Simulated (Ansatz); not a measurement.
# KZr, from a guessed structure to a relaxed one

This structure for KZr is made up. Its elements were placed in a known structure type with a cell scaled to their sizes. What cell does the guess relax to, and how far off was it?

Method: DFT, PBE, plane-wave PAW, files of the set soft_1, scalar-relativistic, no spin, cell and ions relaxed at zero pressure; PAW set soft_1, in the first sound run; inputs show where later runs differ, in Ansatz 0.2.0.

## (1) The starting structure

It takes space group P-6m2 (No. 187, hexagonal). The conventional cell has a = 3.901 Å, b = 3.901 Å, c = 6.713 Å, α = 90.00°, β = 90.00°, γ = 120.00°. Nearest to Zr lie 6 Zr at 3.90 Å and 6 K at 4.04 Å. Nearest to K lie 6 K at 3.90 Å and 6 Zr at 4.04 Å. Farther neighbours are not listed.

## (2) Relaxing cell and atoms

The guess takes its coordinates from another compound and its volume from a rule, so the cell and any free coordinates are relaxed together.

input.yaml reads:

```yaml
crystal:
  lattice:
    - [3.901, 0.0, 0.0]
    - [-1.9505, 3.3783651, 0.0]
    - [0.0, 0.0, 6.713]
  atoms:
    - { symbol: Zr, position: [0.666666667, 0.333333333, 0.0] }
    - { symbol: K, position: [0.0, 0.0, 0.5] }
kpoints:
  mp_grid: { grid: [8, 8, 4] }
scf:
  occupations: { method: fermi_dirac, width: 0.05 }
hamiltonian:
  xc: pbe
  pseudopotentials: { kind: paw, azcp: { folder: soft_1 } }
relax:
  f_tol: 0.015
  max_steps: 70
  cell: {}
output:
  forces: true
  stress: true
```

The run is started by

```sh
> ansatz run input.yaml --threads 4 --pin off --max-ram 8192MiB --backend cpu --events-out ev --progress --plain --runs-dir out
```

Numbers of over 12 decimals in the logs are rounded to 6 here.

What it wrote:

```text
Engine: ansatz 0.2.0, aarch64-unknown-linux-gnu
Pseudopotentials: kind: paw
Pseudopotential: Zr, paw, valence charge 12, recommended cutoff 420 eV (normal), soft_1/Zr.paw.azcp
Pseudopotential: K, paw, valence charge 9, recommended cutoff 420 eV (normal), soft_1/K.paw.azcp
Functional definition: PBE
  parameter kappa = 0.804
  parameter beta = 0.066725
  exchange = pbe_x(kappa = kappa, mu = beta*pi^2/3)
  correlation = pbe_c(beta = beta)
Crystal: 2 atoms, lattice volume = 88.471 Å³
Basis set: ecut = 420 eV, 1727 PW (Γ), exchange–correlation on 54×54×90 points (8 copies of the dense FFT grid, shifted against one another)
Bands: 15, of which v1, the nominal top of the filled ones, is band 11 counted from 1 (10 counted from 0)
Symmetry: 12 space group operations
Space group: P-6m2 (ITA 187), of the structure as read, at distance tolerance 4.5e-5 Å
k-points: 30 of 256 (time reversal used)
Non-local potential: Zr, projectors of the file, l = 0: 3, l = 1: 2, l = 2: 2, l = 3: 1
Non-local potential: K, projectors of the file, l = 0: 3, l = 1: 2, l = 2: 2
PAW form: soft (Blöchl's): semilocal exchange-correlation on the pseudo side does not see the compensation charge
PAW one-centre angular grid: Zr, 590 points (default); XC on 64 Gauss nodes
PAW one-centre angular grid: K, 110 points (default); XC on 64 Gauss nodes
Initial density: superposition of atomic densities (chi_scale 0.1, normalization cell, long waves kept (reshape's long-wave potential 0.01 eV rms))
Initial wavefunctions: pseudopotential atomic-orbital guess
Functional: x = pbe(κ = 0.804, μ = 0.219515), c = pbe(β = 0.066725)
SCF iter   1: F=—  HF=-5719.266915 eV  |F-HF|=—  |Δ(HF+E_count)|=         —  Δρ=2.51e-2  dr2=1.53e0  ethr=3.10e-3  ⟨swp⟩=6.0  Hψ=2493  notcnv=0
preconditioner: auto → Kerker (q_TF=auto, 2.147 Å⁻¹)  [metal: Δε(μ)=0.011 eV  Ē_g=2.277 eV  σ=0.050 eV  W_gap=0.05  n_scr=22 (ndim 8)  ℏωp=8.8 eV  f_vac=0.000  D(μ)=5.48/eV (n_scr^D=42)]
SCF iter   2: F=—  HF=-5718.964220 eV  |F-HF|=—  |Δ(HF+E_count)|=   3.03e-1  Δρ=9.72e-3  dr2=2.10e-1  ethr=3.10e-3  ⟨swp⟩=2.2  Hψ=903  notcnv=0
SCF iter   3: F=—  HF=-5718.932099 eV  |F-HF|=—  |Δ(HF+E_count)|=   3.21e-2  Δρ=3.03e-3  dr2=1.04e-2  ethr=1.00e-3  ⟨swp⟩=2.1  Hψ=646  notcnv=0
SCF iter   4: F=—  HF=-5718.934390 eV  |F-HF|=—  |Δ(HF+E_count)|=   2.29e-3  Δρ=9.52e-4  dr2=1.88e-3  ethr=4.96e-5  ⟨swp⟩=2.3  Hψ=795  notcnv=0
SCF iter   5: F=—  HF=-5718.934447 eV  |F-HF|=—  |Δ(HF+E_count)|=   5.62e-5  Δρ=3.49e-4  dr2=2.74e-4  ethr=8.93e-6  ⟨swp⟩=1.8  Hψ=477  notcnv=0
SCF iter   6: F=—  HF=-5718.934459 eV  |F-HF|=—  |Δ(HF+E_count)|=   1.29e-5  Δρ=1.37e-4  dr2=7.91e-5  ethr=1.31e-6  ⟨swp⟩=1.8  Hψ=512  notcnv=0
SCF iter   7: F=—  HF=-5718.934471 eV  |F-HF|=—  |Δ(HF+E_count)|=   1.16e-5  Δρ=4.39e-5  dr2=2.82e-6  ethr=3.77e-7  ⟨swp⟩=2.0  Hψ=515  notcnv=0
SCF iter   8: F=—  HF=-5718.934471 eV  |F-HF|=—  |Δ(HF+E_count)|=   4.02e-7  Δρ=1.66e-5  dr2=4.41e-7  ethr=1.34e-8  ⟨swp⟩=2.5  Hψ=602  notcnv=0
SCF iter   9: F=-5718.934471 eV  HF=-5718.934472 eV  |F-HF|=3.93e-9  |Δ(HF+E_count)|=   5.01e-8  Δρ=4.19e-6  dr2=1.91e-8  ethr=4.76e-10  ⟨swp⟩=4.2  Hψ=1511  notcnv=0
SCF 1 converged in 9 iterations: F = -5718.934471 eV  dr2 = 1.91e-8
  greatest PAW one-centre occupation: 0.996 electrons in one spin orbital (limit 2), on the Zr atom at site 0 (counted from 0), in its partial waves of l = 0
relax step   1: F+E_penalty+E_count = -5718.93447150 eV  Δ(F+E_penalty+E_count) = +0.000e0 eV  max|allowed force component| = 3.701e-17 eV/Å  Δτ_max = 0.0000 Å  P = -5.206 GPa  Ω = 88.471 Å³  (9 SCF iters, dr2 threshold 1.00e-7 eV, accepted)
Crystal: 2 atoms, lattice volume = 80.270 Å³
Basis set: ecut = 420 eV, 1559 PW (Γ), exchange–correlation on 54×54×90 points (8 copies of the dense FFT grid, shifted against one another)
Initial density: handed on by an earlier stage of this run
Initial wavefunctions: those handed on with the density
iter 1 solved again at ethr=1.05e-4 eV; its pass at ethr=3.10e-3 eV (dr2=2.21e-2 eV) is discarded
SCF iter   1: F=—  HF=-5719.330993 eV  |F-HF|=—  |Δ(HF+E_count)|=         —  Δρ=3.44e-3  dr2=2.23e-2  ethr=1.05e-4  ⟨swp⟩=1.0  Hψ=3237  notcnv=0
preconditioner: auto → Kerker (q_TF=auto, 2.182 Å⁻¹)  [metal: Δε(μ)=0.024 eV  Ē_g=2.334 eV  σ=0.050 eV  W_gap=0.12  n_scr=22 (ndim 8)  ℏωp=9.3 eV  f_vac=0.000  D(μ)=4.74/eV (n_scr^D=36)]
SCF iter   2: F=—  HF=-5719.327580 eV  |F-HF|=—  |Δ(HF+E_count)|=   3.41e-3  Δρ=1.60e-3  dr2=7.13e-3  ethr=1.05e-4  ⟨swp⟩=1.0  Hψ=450  notcnv=0
SCF iter   3: F=—  HF=-5719.326379 eV  |F-HF|=—  |Δ(HF+E_count)|=   1.20e-3  Δρ=5.10e-4  dr2=8.08e-4  ethr=3.39e-5  ⟨swp⟩=1.1  Hψ=462  notcnv=0
SCF iter   4: F=—  HF=-5719.326207 eV  |F-HF|=—  |Δ(HF+E_count)|=   1.72e-4  Δρ=2.21e-4  dr2=1.44e-4  ethr=3.85e-6  ⟨swp⟩=2.0  Hψ=737  notcnv=0
SCF iter   5: F=—  HF=-5719.326211 eV  |F-HF|=—  |Δ(HF+E_count)|=   4.62e-6  Δρ=9.52e-5  dr2=1.18e-5  ethr=6.85e-7  ⟨swp⟩=2.0  Hψ=518  notcnv=0
SCF iter   6: F=—  HF=-5719.326210 eV  |F-HF|=—  |Δ(HF+E_count)|=   1.00e-6  Δρ=2.35e-5  dr2=4.76e-7  ethr=5.64e-8  ⟨swp⟩=1.7  Hψ=604  notcnv=0
SCF iter   7: F=-5719.326211 eV  HF=-5719.326211 eV  |F-HF|=2.85e-8  |Δ(HF+E_count)|=   1.62e-7  Δρ=7.98e-6  dr2=3.70e-8  ethr=9.52e-10  ⟨swp⟩=4.0  Hψ=1531  notcnv=0
SCF 2 converged in 7 iterations: F = -5719.326211 eV  dr2 = 3.70e-8
relax step   2: F+E_penalty+E_count = -5719.32621057 eV  Δ(F+E_penalty+E_count) = -3.917e-1 eV  max|allowed force component| = 5.782e-18 eV/Å  Δτ_max = 0.0000 Å  P = -4.799 GPa  Ω = 80.270 Å³  energy of the carried Pulay correction = +1.176e-4 eV  (7 SCF iters, dr2 threshold 2.00e-7 eV, accepted)
Crystal: 2 atoms, lattice volume = 72.490 Å³
Basis set: ecut = 420 eV, 1385 PW (Γ), exchange–correlation on 54×54×90 points (8 copies of the dense FFT grid, shifted against one another)
iter 1 solved again at ethr=1.06e-4 eV; its pass at ethr=3.10e-3 eV (dr2=2.23e-2 eV) is discarded
SCF iter   1: F=—  HF=-5719.669084 eV  |F-HF|=—  |Δ(HF+E_count)|=         —  Δρ=2.85e-3  dr2=2.26e-2  ethr=1.06e-4  ⟨swp⟩=1.5  Hψ=3222  notcnv=0
preconditioner: auto → Kerker (q_TF=auto, 2.219 Å⁻¹)  [metal: Δε(μ)=0.042 eV  Ē_g=2.609 eV  σ=0.050 eV  W_gap=0.21  n_scr=10 (ndim 8)  ℏωp=9.8 eV  f_vac=0.000  D(μ)=3.64/eV (n_scr^D=36)]
SCF iter   2: F=—  HF=-5719.666321 eV  |F-HF|=—  |Δ(HF+E_count)|=   2.76e-3  Δρ=1.62e-3  dr2=9.24e-3  ethr=1.06e-4  ⟨swp⟩=1.0  Hψ=450  notcnv=0
SCF iter   3: F=—  HF=-5719.664589 eV  |F-HF|=—  |Δ(HF+E_count)|=   1.73e-3  Δρ=4.92e-4  dr2=6.75e-4  ethr=4.40e-5  ⟨swp⟩=1.6  Hψ=493  notcnv=0
SCF iter   4: F=—  HF=-5719.664424 eV  |F-HF|=—  |Δ(HF+E_count)|=   1.65e-4  Δρ=1.88e-4  dr2=5.78e-5  ethr=3.21e-6  ⟨swp⟩=2.1  Hψ=637  notcnv=0
SCF iter   5: F=—  HF=-5719.664451 eV  |F-HF|=—  |Δ(HF+E_count)|=   2.64e-5  Δρ=6.78e-5  dr2=6.93e-6  ethr=2.75e-7  ⟨swp⟩=2.2  Hψ=588  notcnv=0
SCF iter   6: F=—  HF=-5719.664450 eV  |F-HF|=—  |Δ(HF+E_count)|=   6.37e-7  Δρ=1.78e-5  dr2=2.45e-7  ethr=3.30e-8  ⟨swp⟩=2.1  Hψ=581  notcnv=0
SCF iter   7: F=-5719.664450 eV  HF=-5719.664450 eV  |F-HF|=1.26e-8  |Δ(HF+E_count)|=   1.08e-7  Δρ=5.12e-6  dr2=1.42e-8  ethr=9.52e-10  ⟨swp⟩=4.0  Hψ=1418  notcnv=0
SCF 3 converged in 7 iterations: F = -5719.664450 eV  dr2 = 1.42e-8
relax step   3: F+E_penalty+E_count = -5719.66445010 eV  Δ(F+E_penalty+E_count) = -3.382e-1 eV  max|allowed force component| = 8.095e-18 eV/Å  Δτ_max = 0.0000 Å  P = -3.693 GPa  Ω = 72.490 Å³  energy of the carried Pulay correction = +2.411e-4 eV  (7 SCF iters, dr2 threshold 2.00e-7 eV, accepted)
Crystal: 2 atoms, lattice volume = 65.475 Å³
Basis set: ecut = 420 eV, 1283 PW (Γ), exchange–correlation on 54×54×90 points (8 copies of the dense FFT grid, shifted against one another)
iter 1 solved again at ethr=1.80e-4 eV; its pass at ethr=3.10e-3 eV (dr2=3.77e-2 eV) is discarded
SCF iter   1: F=—  HF=-5719.894539 eV  |F-HF|=—  |Δ(HF+E_count)|=         —  Δρ=3.46e-3  dr2=3.84e-2  ethr=1.80e-4  ⟨swp⟩=1.0  Hψ=3192  notcnv=0
preconditioner: auto → Kerker (q_TF=auto, 2.257 Å⁻¹)  [metal: Δε(μ)=0.013 eV  Ē_g=2.881 eV  σ=0.050 eV  W_gap=0.06  n_scr=10 (ndim 8)  ℏωp=10.3 eV  f_vac=0.000  D(μ)=2.88/eV (n_scr^D=24)]
SCF iter   2: F=—  HF=-5719.890111 eV  |F-HF|=—  |Δ(HF+E_count)|=   4.43e-3  Δρ=2.06e-3  dr2=1.54e-2  ethr=1.80e-4  ⟨swp⟩=1.0  Hψ=450  notcnv=0
SCF iter   3: F=—  HF=-5719.887189 eV  |F-HF|=—  |Δ(HF+E_count)|=   2.92e-3  Δρ=6.28e-4  dr2=8.35e-4  ethr=7.33e-5  ⟨swp⟩=1.6  Hψ=478  notcnv=0
SCF iter   4: F=—  HF=-5719.886971 eV  |F-HF|=—  |Δ(HF+E_count)|=   2.18e-4  Δρ=2.41e-4  dr2=7.97e-5  ethr=3.97e-6  ⟨swp⟩=2.1  Hψ=680  notcnv=0
SCF iter   5: F=—  HF=-5719.887003 eV  |F-HF|=—  |Δ(HF+E_count)|=   3.24e-5  Δρ=8.72e-5  dr2=1.00e-5  ethr=3.80e-7  ⟨swp⟩=2.3  Hψ=619  notcnv=0
SCF iter   6: F=—  HF=-5719.887002 eV  |F-HF|=—  |Δ(HF+E_count)|=   1.21e-6  Δρ=2.31e-5  dr2=3.82e-7  ethr=4.78e-8  ⟨swp⟩=2.3  Hψ=640  notcnv=0
SCF iter   7: F=-5719.887002 eV  HF=-5719.887002 eV  |F-HF|=1.01e-8  |Δ(HF+E_count)|=   5.97e-8  Δρ=5.76e-6  dr2=2.27e-8  ethr=9.52e-10  ⟨swp⟩=4.0  Hψ=1514  notcnv=0
SCF 4 converged in 7 iterations: F = -5719.887002 eV  dr2 = 2.27e-8
relax step   4: F+E_penalty+E_count = -5719.88700182 eV  Δ(F+E_penalty+E_count) = -2.226e-1 eV  max|allowed force component| = 4.163e-17 eV/Å  Δτ_max = 0.0000 Å  P = -1.455 GPa  Ω = 65.475 Å³  energy of the carried Pulay correction = +3.622e-4 eV  (7 SCF iters, dr2 threshold 2.00e-7 eV, accepted)
Crystal: 2 atoms, lattice volume = 64.563 Å³
Basis set: ecut = 420 eV, 1295 PW (Γ), exchange–correlation on 54×54×90 points (8 copies of the dense FFT grid, shifted against one another)
iter 1 solved again at ethr=4.71e-5 eV; its pass at ethr=3.10e-3 eV (dr2=9.89e-3 eV) is discarded
SCF iter   1: F=—  HF=-5719.916628 eV  |F-HF|=—  |Δ(HF+E_count)|=         —  Δρ=2.56e-3  dr2=1.02e-2  ethr=4.71e-5  ⟨swp⟩=1.0  Hψ=3255  notcnv=0
preconditioner: auto → Kerker (q_TF=auto, 2.263 Å⁻¹)  [metal: Δε(μ)=0.016 eV  Ē_g=2.928 eV  σ=0.050 eV  W_gap=0.08  n_scr=10 (ndim 8)  ℏωp=10.3 eV  f_vac=0.000  D(μ)=2.77/eV (n_scr^D=24)]
SCF iter   2: F=—  HF=-5719.915400 eV  |F-HF|=—  |Δ(HF+E_count)|=   1.23e-3  Δρ=1.46e-3  dr2=3.10e-3  ethr=4.71e-5  ⟨swp⟩=1.0  Hψ=450  notcnv=0
SCF iter   3: F=—  HF=-5719.914989 eV  |F-HF|=—  |Δ(HF+E_count)|=   4.12e-4  Δρ=2.81e-4  dr2=6.92e-5  ethr=1.48e-5  ⟨swp⟩=1.8  Hψ=498  notcnv=0
SCF iter   4: F=—  HF=-5719.915005 eV  |F-HF|=—  |Δ(HF+E_count)|=   1.60e-5  Δρ=8.18e-5  dr2=7.51e-6  ethr=3.29e-7  ⟨swp⟩=2.2  Hψ=581  notcnv=0
SCF iter   5: F=—  HF=-5719.915005 eV  |F-HF|=—  |Δ(HF+E_count)|=   3.84e-7  Δρ=2.16e-5  dr2=5.38e-7  ethr=3.58e-8  ⟨swp⟩=2.4  Hψ=699  notcnv=0
SCF iter   6: F=-5719.915005 eV  HF=-5719.915005 eV  |F-HF|=4.35e-9  |Δ(HF+E_count)|=   4.45e-9  Δρ=6.04e-6  dr2=2.47e-8  ethr=9.52e-10  ⟨swp⟩=4.0  Hψ=1530  notcnv=0
SCF 5 converged in 6 iterations: F = -5719.915005 eV  dr2 = 2.47e-8
relax step   5: F+E_penalty+E_count = -5719.91500508 eV  Δ(F+E_penalty+E_count) = -2.800e-2 eV  max|allowed force component| = 5.782e-18 eV/Å  Δτ_max = 0.0000 Å  P = -0.545 GPa  Ω = 64.563 Å³  energy of the carried Pulay correction = +3.626e-4 eV  (6 SCF iters, dr2 threshold 2.00e-7 eV, accepted)
Crystal: 2 atoms, lattice volume = 62.672 Å³
Basis set: ecut = 420 eV, 1247 PW (Γ), exchange–correlation on 54×54×90 points (8 copies of the dense FFT grid, shifted against one another)
iter 1 solved again at ethr=9.83e-6 eV; its pass at ethr=3.10e-3 eV (dr2=2.06e-3 eV) is discarded
SCF iter   1: F=—  HF=-5719.924807 eV  |F-HF|=—  |Δ(HF+E_count)|=         —  Δρ=9.78e-4  dr2=2.13e-3  ethr=9.83e-6  ⟨swp⟩=2.1  Hψ=3177  notcnv=0
preconditioner: auto → Kerker (q_TF=auto, 2.274 Å⁻¹)  [metal: Δε(μ)=0.045 eV  Ē_g=2.961 eV  σ=0.050 eV  W_gap=0.21  n_scr=10 (ndim 8)  ℏωp=10.5 eV  f_vac=0.000  D(μ)=2.93/eV (n_scr^D=36)]
SCF iter   2: F=—  HF=-5719.924667 eV  |F-HF|=—  |Δ(HF+E_count)|=   1.40e-4  Δρ=6.41e-4  dr2=1.01e-3  ethr=9.83e-6  ⟨swp⟩=1.0  Hψ=450  notcnv=0
SCF iter   3: F=—  HF=-5719.924511 eV  |F-HF|=—  |Δ(HF+E_count)|=   1.56e-4  Δρ=1.56e-4  dr2=5.87e-5  ethr=4.79e-6  ⟨swp⟩=1.7  Hψ=472  notcnv=0
SCF iter   4: F=—  HF=-5719.924547 eV  |F-HF|=—  |Δ(HF+E_count)|=   3.63e-5  Δρ=6.73e-5  dr2=4.44e-6  ethr=2.80e-7  ⟨swp⟩=1.7  Hψ=499  notcnv=0
SCF iter   5: F=—  HF=-5719.924547 eV  |F-HF|=—  |Δ(HF+E_count)|=   1.20e-7  Δρ=1.88e-5  dr2=3.23e-7  ethr=2.11e-8  ⟨swp⟩=2.5  Hψ=736  notcnv=0
SCF iter   6: F=-5719.924547 eV  HF=-5719.924547 eV  |F-HF|=1.97e-9  |Δ(HF+E_count)|=   6.73e-8  Δρ=4.52e-6  dr2=2.38e-8  ethr=9.52e-10  ⟨swp⟩=4.0  Hψ=1435  notcnv=0
SCF 6 converged in 6 iterations: F = -5719.924547 eV  dr2 = 2.38e-8
relax step   6: F+E_penalty+E_count = -5719.92454743 eV  Δ(F+E_penalty+E_count) = -9.542e-3 eV  max|allowed force component| = 1.330e-17 eV/Å  Δτ_max = 0.0000 Å  P = +0.112 GPa  Ω = 62.672 Å³  energy of the carried Pulay correction = +4.099e-4 eV  (6 SCF iters, dr2 threshold 2.00e-7 eV, accepted)
Crystal: 2 atoms, lattice volume = 62.956 Å³
Basis set: ecut = 420 eV, 1259 PW (Γ), exchange–correlation on 54×54×90 points (8 copies of the dense FFT grid, shifted against one another)
iter 1 solved again at ethr=4.55e-7 eV; its pass at ethr=3.10e-3 eV (dr2=9.56e-5 eV) is discarded
SCF iter   1: F=—  HF=-5719.924631 eV  |F-HF|=—  |Δ(HF+E_count)|=         —  Δρ=1.28e-4  dr2=7.74e-5  ethr=4.55e-7  ⟨swp⟩=2.1  Hψ=2755  notcnv=0
preconditioner: auto → Kerker (q_TF=auto, 2.272 Å⁻¹)  [metal: Δε(μ)=0.044 eV  Ē_g=2.943 eV  σ=0.050 eV  W_gap=0.21  n_scr=10 (ndim 8)  ℏωp=10.5 eV  f_vac=0.000  D(μ)=2.97/eV (n_scr^D=36)]
SCF iter   2: F=—  HF=-5719.924676 eV  |F-HF|=—  |Δ(HF+E_count)|=   4.49e-5  Δρ=7.88e-5  dr2=2.89e-5  ethr=3.69e-7  ⟨swp⟩=1.0  Hψ=450  notcnv=0
SCF iter   3: F=—  HF=-5719.924671 eV  |F-HF|=—  |Δ(HF+E_count)|=   4.76e-6  Δρ=2.68e-5  dr2=2.63e-6  ethr=1.38e-7  ⟨swp⟩=1.2  Hψ=456  notcnv=0
SCF iter   4: F=—  HF=-5719.924670 eV  |F-HF|=—  |Δ(HF+E_count)|=   7.36e-7  Δρ=1.25e-5  dr2=1.74e-7  ethr=1.25e-8  ⟨swp⟩=2.0  Hψ=555  notcnv=0
SCF iter   5: F=-5719.924670 eV  HF=-5719.924670 eV  |F-HF|=1.80e-9  |Δ(HF+E_count)|=   4.71e-8  Δρ=4.05e-6  dr2=1.56e-8  ethr=4.89e-10  ⟨swp⟩=4.0  Hψ=1527  notcnv=0
SCF 7 converged in 5 iterations: F = -5719.924670 eV  dr2 = 1.56e-8
relax step   7: F+E_penalty+E_count = -5719.92467010 eV  Δ(F+E_penalty+E_count) = -1.227e-4 eV  max|allowed force component| = 1.041e-17 eV/Å  Δτ_max = 0.0000 Å  P = -0.014 GPa  Ω = 62.956 Å³  energy of the carried Pulay correction = +4.032e-4 eV  (5 SCF iters, dr2 threshold 1.03e-7 eV, accepted)
Basis set: ecut = 420 eV, 1259 PW (Γ), exchange–correlation on 48×48×96 points (8 copies of the dense FFT grid, shifted against one another)
Initial wavefunctions: pseudopotential atomic-orbital guess (no wavefunctions were taken with the density)
iter 1 solved again at ethr=6.95e-6 eV; its pass at ethr=3.10e-3 eV (dr2=1.46e-3 eV) is discarded
SCF iter   1: F=—  HF=-5719.924445 eV  |F-HF|=—  |Δ(HF+E_count)|=         —  Δρ=8.36e-5  dr2=5.21e-7  ethr=6.95e-6  ⟨swp⟩=2.2  Hψ=3424  notcnv=0
eigensolver tolerance schedule: the retry pair's looser diagonalisation over-reported the residual by 2799.21 of it (diagonalisation noise at an unbounded share of the residual, at the tolerance the schedule requests for it); recorded, not acted on — ethr = c·dr2/N_el stays at c = 1.0e-1
preconditioner: auto → Kerker (q_TF=auto, 2.272 Å⁻¹)  [metal: Δε(μ)=0.044 eV  Ē_g=2.944 eV  σ=0.050 eV  W_gap=0.21  n_scr=10 (ndim 8)  ℏωp=10.5 eV  f_vac=0.000  D(μ)=2.96/eV (n_scr^D=36)]
SCF iter   2: F=—  HF=-5719.924439 eV  |F-HF|=—  |Δ(HF+E_count)|=   5.89e-6  Δρ=4.22e-5  dr2=1.32e-7  ethr=2.48e-9  ⟨swp⟩=2.2  Hψ=771  notcnv=0
SCF iter   3: F=—  HF=-5719.924440 eV  |F-HF|=—  |Δ(HF+E_count)|=   4.51e-7  Δρ=6.25e-6  dr2=1.84e-8  ethr=6.30e-10  ⟨swp⟩=2.0  Hψ=726  notcnv=0
SCF iter   4: F=—  HF=-5719.924440 eV  |F-HF|=—  |Δ(HF+E_count)|=   5.36e-9  Δρ=1.39e-6  dr2=2.29e-9  ethr=8.78e-11  ⟨swp⟩=2.0  Hψ=506  notcnv=0
SCF iter   5: F=—  HF=-5719.924440 eV  |F-HF|=—  |Δ(HF+E_count)|=  6.28e-11  Δρ=3.84e-7  dr2=5.21e-10  ethr=1.09e-11  ⟨swp⟩=1.0  Hψ=450  notcnv=0
SCF iter   6: F=—  HF=-5719.924440 eV  |F-HF|=—  |Δ(HF+E_count)|=  1.06e-10  Δρ=2.09e-7  dr2=3.35e-11  ethr=2.48e-12  ⟨swp⟩=1.5  Hψ=465  notcnv=0
SCF iter   7: F=-5719.924440 eV  HF=-5719.924440 eV  |F-HF|=1.82e-12  |Δ(HF+E_count)|=  5.46e-12  Δρ=5.99e-8  dr2=1.78e-12  ethr=1.00e-12  ⟨swp⟩=5.0  Hψ=1689  notcnv=0
SCF 8 converged in 7 iterations: F = -5719.924440 eV  dr2 = 1.78e-12
  greatest PAW one-centre occupation: 0.997 electrons in one spin orbital (limit 2), on the Zr atom at site 0 (counted from 0), in its partial waves of l = 0
relax step   8: F+E_penalty+E_count = -5719.92443959 eV  Δ(F+E_penalty+E_count) = +2.305e-4 eV  max|allowed force component| = 1.388e-17 eV/Å  Δτ_max = 0.0000 Å  P = -0.014 GPa  Ω = 62.956 Å³  stress off target by 1.45e-2 GPa  SCF on the basis re-selected at this cell (its energy is not comparable with the rows above)  (7 SCF iters)
basis re-selected at this cell: Δ(F+E_penalty+E_count) = +2.305e-4 eV, ΔP = -0.001 GPa vs the last step (what re-selecting the basis moved, of the pressure what is left beyond the Pulay correction that the steps carried, after the strain that the cell walked since its last selection, with what the two solves' SCF thresholds leave and, on support functions, any second-order correction that the steps lacked; it is no measure of the basis error at this ecutwfc). The dense FFT grid was sized anew with the basis: this SCF ran on 24×24×48 points, the steps before it on 27×27×45, so part of this shift can come from that change (see relax.cell in the input reference). [rest of the remark cut]
SCF converged after 7 iterations
Free energy (F): -5719.924440 eV
Harris-Foulkes:  -5719.924440 eV  (|F-HF|=1.82e-12)
Internal energy: -5719.900073 eV  (E = F + TS)
E sigma→0 (E₀):  -5719.912257 eV
Entropy (-TS):   -0.024366 eV (-12.183 meV/atom)
Fermi energy:    8.013463 eV
--- Per-component energies (eV) ---
  E_band       = -252.855563
  E_kinetic    = 567.641502
  E_local      = -1375.564410  (includes V_loc(G=0)·N_el)
  E_nonlocal   = 88.931286
  E_hartree    = 467.669803
  E_xc         = -287.986094
  E_vxc        = -345.390348  (∫ρ·V_xc dr)
  E_paw        = -3746.142886  (= ΣΔE_a)
  E_vpaw       = -123.813201  (= ΣTr[D̂ρ^β])
  E_aug_tail   = -0.000029  (compensation charges beyond the density's cutoff)
  E_ewald      = -1434.449246
  E_smearing   = -0.024366  (= −TS)
  E_closure    = -0.000000  (closes the sum)
  Σ components = -5719.924440   (vs F -5719.924440, Δ=0.00e0)
--- Forces (eV/Å), atoms counted from 1 ---
  atom   1  Zr     0.00000000    -0.00000000    -0.00000000
  atom   2  K     -0.00000000     0.00000000     0.00000000
  max |Σ_I F_I| component: 9.25e-18 eV/Å
--- Stress (GPa, compression-positive) ---
       -0.014480       0.000000       0.000000
        0.000000      -0.014480       0.000000
        0.000000       0.000000      -0.014478
  P = ⅓ Tr σ = -0.0145 GPa (-0.145 kbar)
--- Relaxed structure (7 steps of the walk, 7 accepted, 1 SCFs on fresh bases) ---
  F+E_penalty+E_count = -5719.92443959 eV   max|allowed force component| = 1.388e-17 eV/Å   (the final SCF, on the basis selected at the relaxed cell)
  cell:  # Å, volume = 62.9564 Å³
    - [3.232179, 0, 0.0]
    - [-1.616090, 2.799149, -8.431129680654726e-18]
    - [0.0, -1.6753125215764575e-17, 6.958542]
  atoms:
    - { symbol: Zr, position: [0.666667, 0.333333, 0] }
    - { symbol: K, position: [-2.7755575615628914e-17, 1.8503717085702407e-17, 0.500000] }
```

Elapsed: 6.6 s, on 4 threads of Arm Neoverse V2, shared host; peak memory 0.39 GiB.

[end of part 1 of 2]

[Logs are printed without paths, hosts, clocks, repeated set-up lines and the standing remarks that a program may print on its own settings, such as how far it seeks lower states.]

[Hosts, paths, dates, database ids (printed as entryN), source tags and the programs' standing remarks are cut or masked in the printed files.]
